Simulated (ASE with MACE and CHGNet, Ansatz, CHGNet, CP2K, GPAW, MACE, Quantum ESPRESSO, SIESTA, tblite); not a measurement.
**Machine-learned potentials runs on Σ3 (111)[11-2] symmetric tilt boundary in Na2S (72 atoms)**

Wanted: machine-learned potentials inputs and outputs for Σ3 (111)[11-2] symmetric tilt boundary in Na2S (72 atoms), checked against a plane-wave reference.

Program: ASE with MACE and CHGNet. Level of theory: the method is named at each step. Results are calculated unless marked as measured.

## (1) The structure

The cell holds 72 atoms: 24 S and 48 Na. Its edges and angles: a = 8.010 Å, b = 9.249 Å, c = 22.675 Å, α = 90.0°, β = 90.0°, γ = 90.0°. It derives from Na2S (fluorite-type). Antifluorite-type Na2S (a = 6.54 Å); two grains mirrored in (111), tilt axis [11-2]; 1 x 2 boundary periods, 1 lattice periods a grain, two boundaries a cell, upper grain shifted by [0.404, 0] of the boundary cell and opened by 0.01 Å, no atom removed; not relaxed, displaced by a Gaussian of 0.02 Å. Then every atom was moved at random, 0.03 Å r.m.s. a Cartesian component. Regions: lower grain, 36 atoms (12 S and 24 Na); upper grain, 36 atoms (12 S and 24 Na). The structure's axis is c.

The yardstick, on the same geometry:

- method: Kohn-Sham DFT, PBE, PAW, plane waves (Ansatz 0.2.0); cutoff 420 eV, Γ point, fermi-dirac smearing of 0.05 eV; PAW set soft_2
- r.m.s. force component: 0.5607 eV/Å
- longest force: 2.847 eV/Å
- pressure: 1.154 GPa
- gap (highest filled to lowest empty level): 2.208 eV
- SCF cycles: 8
- time: 8.8 s on 8 threads of Arm Neoverse V2, shared host
- CPU time: 64 s

## (2) MACE MP-0b3 medium potential

Method: machine-learned interatomic potential MACE MP-0b3 medium, trained on PBE(+U) plane-wave data.

run.py

```python
import numpy as np
from ase.io import read
import mlip  # loads the published weights by name

atoms = read("structure.xyz")
atoms.calc = mlip.calc("mace-mp-0b3-medium")
energy = atoms.get_potential_energy()
forces = atoms.get_forces()
print(f"energy {energy:.6f} eV")
print("forces (eV/A)")
for i, (a, f) in enumerate(zip(atoms, forces)):
    print(f"{i:4d} {a.symbol:2s} {f[0]:10.5f} {f[1]:10.5f} {f[2]:10.5f}")
stress = -atoms.get_stress(voigt=False) * 160.21766
print("stress (GPa, compression positive)")
for row in stress:
    print(" ".join(f"{x:10.4f}" for x in row))
```

structure.xyz

```xyz
72
Lattice="8.00983 0.00000 0.00000 0.00000 9.24896 0.00000 0.00000 0.00000 22.67522" Properties=species:S:1:pos:R:3 pbc="T T T"
S 3.95069 2.30438 0.03424
Na 4.01645 2.31400 2.80107
Na 4.01853 2.29652 8.46285
S 6.65008 2.33388 3.78858
Na 6.67003 2.29800 6.62774
Na 6.74644 2.25212 0.92311
S 0.04069 0.01887 22.65300
Na 7.93886 9.24554 2.78361
Na 7.99589 0.01822 8.52611
S 2.71910 9.18301 3.74980
Na 2.66535 0.03505 6.61754
Na 2.58838 9.22436 0.88728
S 5.30731 9.23842 7.51888
Na 5.37051 9.20808 10.42539
Na 5.29690 0.02127 4.76406
S 4.12867 6.90250 22.64461
Na 3.98745 6.96521 2.85050
Na 4.02198 7.00461 8.45695
S 6.61716 6.98028 3.79765
Na 6.60843 6.96400 6.56720
Na 6.71552 6.87688 0.90769
S 0.00569 4.57972 0.00658
Na 0.00833 4.52801 2.85436
Na 0.07697 4.63549 8.52157
S 2.68578 4.62411 3.74413
Na 2.64909 4.60293 6.59191
Na 2.64340 4.63604 0.93172
S 5.34111 4.64742 7.48169
Na 5.34216 4.57204 10.35600
Na 5.34095 4.67470 4.77994
S 1.30200 2.27719 7.54223
Na 1.37425 2.32195 10.37505
Na 1.35687 2.31104 4.73232
S 1.31938 6.94070 7.52681
Na 1.42919 6.96493 10.37301
Na 1.31674 6.93746 4.68697
S 7.27805 2.28311 11.35598
Na 7.28766 2.34933 19.89615
Na 7.25010 2.26045 14.18131
S 2.01215 2.31261 18.87304
Na 1.88607 2.31585 16.07741
Na 1.91972 2.32713 21.76640
S 3.25880 9.16637 11.32967
Na 3.26881 0.00120 19.81179
Na 3.21362 9.23657 14.23482
S 5.90477 0.01378 18.80411
Na 5.91694 0.03820 16.07673
Na 5.91974 0.03126 21.75642
S 0.63414 9.21002 15.11213
Na 0.56782 0.02423 12.24190
Na 0.58672 0.00185 17.96082
S 7.22927 6.96262 11.38591
Na 7.25258 6.93385 19.90091
Na 7.24769 6.88298 14.19378
S 1.85612 6.94948 18.86941
Na 1.90217 6.95753 16.06743
[... 12 atom lines left out ...]
Na 4.59115 2.28338 17.94948
S 4.52395 6.93459 15.16111
Na 4.59884 6.89122 12.22875
Na 4.56905 6.89427 17.93723
```

Run with:

```sh
OMP_NUM_THREADS=1 python run.py > output.txt
```

What it wrote:

```text
energy -232.809242 eV
forces (eV/A)
   0 S     2.72876   -0.06669    0.85597
   1 Na   -0.00837   -0.02183    0.00668
   2 Na   -0.06740    0.04446    0.04662
   3 S     0.07978   -0.11807    0.03217
   4 Na    0.00513    0.05706   -0.06277
   5 Na   -0.04436    0.17824    0.18367
   6 S     1.76054   -0.14760    0.48048
   7 Na    0.09482   -0.00848    0.11412
   8 Na   -0.06083   -0.09710   -0.00277
   9 S    -0.33165    0.29675    0.07237
  10 Na   -0.07516   -0.13009   -0.08002
  11 Na    0.41305   -0.00928    0.25767
  12 S     0.15649    0.15373    0.20236
  13 Na    2.14007    0.05642   -0.80661
  14 Na    0.07325    0.01753   -0.16308
  15 S     0.94906    0.06322    0.28555
  16 Na    0.11493   -0.11586   -0.18362
  17 Na   -0.10838   -0.15997    0.05520
  18 S     0.21973   -0.11189   -0.13051
  19 Na    0.19710   -0.01777    0.08577
  20 Na    0.14365    0.06981    0.23365
  21 S     1.39820    0.00731    0.27372
  22 Na   -0.04731    0.20473   -0.07210
  23 Na   -0.19502    0.02887   -0.04084
[...]
64 Na   -0.08112    0.06013    0.00955
  65 Na   -0.21485    0.00086   -0.05767
  66 S    -0.13064   -0.03161    0.06433
  67 Na   -0.27855   -0.10120    0.20655
  68 Na    0.09721    0.10200   -0.09498
  69 S     0.21452    0.01112   -0.11135
  70 Na   -0.19081    0.01967    0.26728
  71 Na    0.00265    0.08806    0.10443
stress (GPa, compression positive)
    1.9787    -0.0300    -0.0254
   -0.0300    -0.5048    -0.0738
   -0.0254    -0.0738     0.4973
```

It took 9.8 s on 1 thread of Arm Neoverse V2, shared host; peak memory 0.82 GiB.

Banners, paths, timers and routine set-up lines are dropped from the logs unmarked, and long logs keep their key lines alone; longer cuts are marked.

Compared with the plane-wave run:

```
r.m.s. force component                  : 0.5598 eV/Å
r.m.s. difference of force components   : 31.02 meV/Å
longest difference of force vectors     : 116.8 meV/Å
force difference over r.m.s. force      : 5.532 %
slope of forces against the reference's : 0.9969
correlation of force components         : 0.9985
pressure                                : 0.6571 GPa
pressure difference                     : -0.4969 GPa
```

Length of the force difference by element (eV/Å):

| element | atoms | mean | most |
| --- | --- | --- | --- |
| Na | 48 | 0.046 | 0.12 |
| S | 24 | 0.044 | 0.072 |

Local excerpt of 10 atoms (numbers count through the whole input) about Na18, which has 3 bonded neighbours where the commonest count for Na is 4; x, y, z are measured from there.

| atom | x | y | z | distance (Å) | bonds | Fx | Fy | Fz (eV/Å) |
| --- | --- | --- | --- | --- | --- | --- | --- | --- |
| Na18 | 0.00 | 0.00 | 0.00 | 0.00 | 3 | -0.11 | -0.16 | 0.06 |
| S13 | 1.29 | 2.23 | -0.94 | 2.74 | 8 | 0.16 | 0.15 | 0.20 |
| S34 | -2.70 | -0.06 | -0.93 | 2.86 | 8 | 0.06 | 0.02 | 0.06 |
| S28 | 1.32 | -2.36 | -0.98 | 2.87 | 8 | 0.03 | -0.08 | 0.37 |
| Na20 | 2.59 | -0.04 | -1.89 | 3.20 | 4 | 0.20 | -0.02 | 0.09 |
| Na35 | -2.59 | -0.04 | 1.92 | 3.22 | 4 | 1.23 | -0.03 | -0.37 |
| Na11 | -1.36 | 2.28 | -1.84 | 3.23 | 4 | -0.08 | -0.13 | -0.08 |
| Na14 | 1.35 | 2.20 | 1.97 | 3.25 | 4 | 2.14 | 0.06 | -0.81 |
| Na26 | -1.37 | -2.40 | -1.87 | 3.34 | 4 | 0.03 | 0.07 | 0.00 |
| Na29 | 1.32 | -2.43 | 1.90 | 3.36 | 4 | 2.29 | 0.07 | -0.95 |

Atoms are counted from 1 here, from 0 in the log.

Forces lie 5.5 % from the reference's, at 0.11 times its CPU time (on 1 against 8 cores).

## (3) CHGNet r2SCAN potential

Method: machine-learned interatomic potential CHGNet r2SCAN, trained on r2SCAN plane-wave data.

run.py, as its differences from that of step 2:

```diff
@@ -5,3 +5,3 @@
 atoms = read("structure.xyz")
-atoms.calc = mlip.calc("mace-mp-0b3-medium")
+atoms.calc = mlip.calc("chgnet-r2scan")
 energy = atoms.get_potential_energy()
```

structure.xyz is that of step 2.

What it wrote:

```text
CHGNet vr2scan initialized with 412,525 parameters
CHGNet will run on cpu
energy -450.400177 eV
forces (eV/A)
   0 S     2.09920   -0.04506    0.70362
   1 Na   -0.01497   -0.02980    0.01593
   2 Na   -0.04373    0.03578    0.06508
   3 S     0.06680   -0.06920    0.04087
   4 Na   -0.02407    0.01537   -0.04018
   5 Na   -0.07826    0.07716    0.06484
   6 S     1.43928   -0.06066    0.40352
   7 Na    0.07144    0.00596    0.07450
   8 Na   -0.05295   -0.05383    0.04541
   9 S    -0.20413    0.20705    0.05936
  10 Na   -0.04196   -0.08251   -0.06252
  11 Na    0.17715   -0.03099    0.08946
  12 S     0.10944    0.08241    0.10756
  13 Na    1.63564    0.03337   -0.61198
  14 Na    0.03789    0.01774   -0.07562
  15 S     0.80563    0.04018    0.22875
  16 Na    0.05113   -0.07018   -0.09941
  17 Na   -0.06097   -0.07767    0.06730
  18 S     0.12972   -0.08563   -0.06029
  19 Na    0.09195   -0.01153    0.03321
  20 Na    0.01926    0.03611    0.09686
  21 S     1.07046   -0.02332    0.21590
  22 Na   -0.03010    0.11792   -0.01750
  23 Na   -0.12841    0.02624    0.02425
[...]
64 Na    0.01531    0.04527   -0.05513
  65 Na   -0.10554   -0.01258   -0.05386
  66 S    -0.10211    0.00402    0.07600
  67 Na   -0.07701   -0.06465    0.05971
  68 Na    0.05999    0.04323   -0.07888
  69 S     0.12828    0.02700   -0.06378
  70 Na   -0.04648    0.00719    0.12300
  71 Na   -0.00040    0.02739    0.05998
stress (GPa, compression positive)
    1.3019    -0.0213    -0.0240
   -0.0213    -0.6549    -0.0460
   -0.0240    -0.0460     0.0571
```

It took 3.3 s on 1 thread; peak memory 0.73 GiB.

Compared with the plane-wave run:

```yaml
r_m_s_force_component: 0.4268 eV/Å
r_m_s_difference_of_force_components: 146.4 meV/Å
longest_difference_of_force_vectors: 657 meV/Å
force_difference_over_r_m_s_force: 26.11 %
slope_of_forces_against_the_reference_s: 0.7555
correlation_of_force_components: 0.9927
pressure: 0.2347 GPa
pressure_difference: -0.9193 GPa
```

Against the first run (5.5 %), the force difference from the reference is 26 %, at 0.41 times the CPU time; this potential was trained at another functional than the reference's, which explains only part of so large a difference.

## (4) MACE MP-0b2 small potential

Method: machine-learned interatomic potential MACE MP-0b2 small, trained on PBE(+U) plane-wave data.

run.py, as its differences from that of step 3:

```diff
@@ -5,3 +5,3 @@
 atoms = read("structure.xyz")
-atoms.calc = mlip.calc("chgnet-r2scan")
+atoms.calc = mlip.calc("mace-mp-0b2-small")
 energy = atoms.get_potential_energy()
```

structure.xyz is that of step 3.

What it wrote:

```text
energy -232.879768 eV
forces (eV/A)
   0 S     2.79748   -0.05619    0.81580
   1 Na   -0.00233   -0.02302    0.06673
   2 Na   -0.06280    0.02787   -0.03175
   3 S     0.08804   -0.11474    0.02483
   4 Na   -0.00969    0.05107   -0.06614
   5 Na   -0.04716    0.14715    0.20555
   6 S     1.85922   -0.12866    0.45872
   7 Na    0.08624   -0.00504    0.15252
   8 Na   -0.08476   -0.08308   -0.07714
   9 S    -0.31908    0.29162    0.06666
  10 Na   -0.06397   -0.11507   -0.07538
  11 Na    0.35651   -0.01672    0.27885
  12 S     0.15610    0.13711    0.23392
  13 Na    2.20558    0.05306   -0.79753
  14 Na    0.05990    0.01763   -0.14225
  15 S     1.01052    0.07310    0.24819
  16 Na    0.10334   -0.10104   -0.12409
  17 Na   -0.10336   -0.12433   -0.01751
  18 S     0.20148   -0.11541   -0.12449
  19 Na    0.15663   -0.01706    0.06405
  20 Na    0.12365    0.07201    0.26448
  21 S     1.46003   -0.00718    0.22854
  22 Na   -0.04765    0.17110   -0.01652
  23 Na   -0.18477    0.02584   -0.11854
[...]
64 Na   -0.05797    0.04411    0.05544
  65 Na   -0.17232    0.00103   -0.05830
  66 S    -0.13375   -0.02464    0.07825
  67 Na   -0.21182   -0.08645    0.21764
  68 Na    0.09279    0.08252   -0.10203
  69 S     0.20504    0.01455   -0.10876
  70 Na   -0.12918    0.00721    0.29664
  71 Na   -0.00274    0.07206    0.07199
stress (GPa, compression positive)
    1.9256    -0.0226    -0.0262
   -0.0226    -0.5586    -0.0633
   -0.0262    -0.0633     0.5242
```

The job ended after 5.3 s (1 thread; peak memory 0.67 GiB).

Against the reference:

```yaml
r_m_s_force_component: 0.5741 eV/Å
r_m_s_difference_of_force_components: 29.38 meV/Å
longest_difference_of_force_vectors: 118.6 meV/Å
force_difference_over_r_m_s_force: 5.239 %
slope_of_forces_against_the_reference_s: 1.023
correlation_of_force_components: 0.9989
pressure: 0.6304 GPa
pressure_difference: -0.5236 GPa
```

Against the first run (5.5 %), the force difference from the reference is 5.2 %, at 0.74 times the CPU time.

## (5) Side by side

Differences are against the plane-wave reference, forces as r.m.s. over components; share is that over the reference's r.m.s. force, slope the least-squares factor from reference forces to these. Total energies of different programs have different zeros and aren't compared.

| run | Δ force, r.m.s. (meV/Å) | share (%) | slope | Δ pressure (GPa) | cores | CPU time | memory (GiB) |
| --- | --- | --- | --- | --- | --- | --- | --- |
| reference | - | - | - | - | 8 | 64 s | 1.9 |
| MACE MP-0b3 medium potential | 31.0 | 5.53 | 0.997 | -0.497 | 1 | 7.2 s | 0.82 |
| CHGNet r2SCAN potential | 146 | 26.1 | 0.755 | -0.919 | 1 | 3 s | 0.73 |
| MACE MP-0b2 small potential | 29.4 | 5.24 | 1.023 | -0.524 | 1 | 5.3 s | 0.67 |

Times of the machine-learned potentials are mostly Python's start and the loading of weights.

CPU time is summed over cores on a shared host, where runs went side by side, so it is rough. Symmetry, cutoffs, thresholds, outputs and thread counts weren't matched or tuned between programs; memory under MPI is the largest rank's times the ranks.

## (6) Summary of results

```json
{
  "nearest in forces": "MACE MP-0b2 small potential, 5.2 %",
  "its CPU time": "5.3 s"
}
```

Machine-learned potentials differ by 5.2 % (MACE MP-0b2 small potential) to 26 % (CHGNet r2SCAN potential); they were trained on other programs' data, some at another functional. Machine-learned potentials mimic data converged in k, so the reference's own k-point error enters their differences. The host structure and its lattice constant were typed by rule, without a check against the phase diagram. The electronic-structure runs sample only Γ, in a cell whose shortest periodic width is 8 Å.

[Also dropped from logs without a mark: logging warnings of Python, and SIESTA's first energy breakdown and zero terms.]

[Logs are printed without paths, hosts, clocks, repeated set-up lines and the standing remarks that a program may print on its own settings, such as how far it seeks lower states.]

[Hosts, paths, dates, database ids (printed as entryN), source tags and the programs' standing remarks are cut or masked in the printed files.]
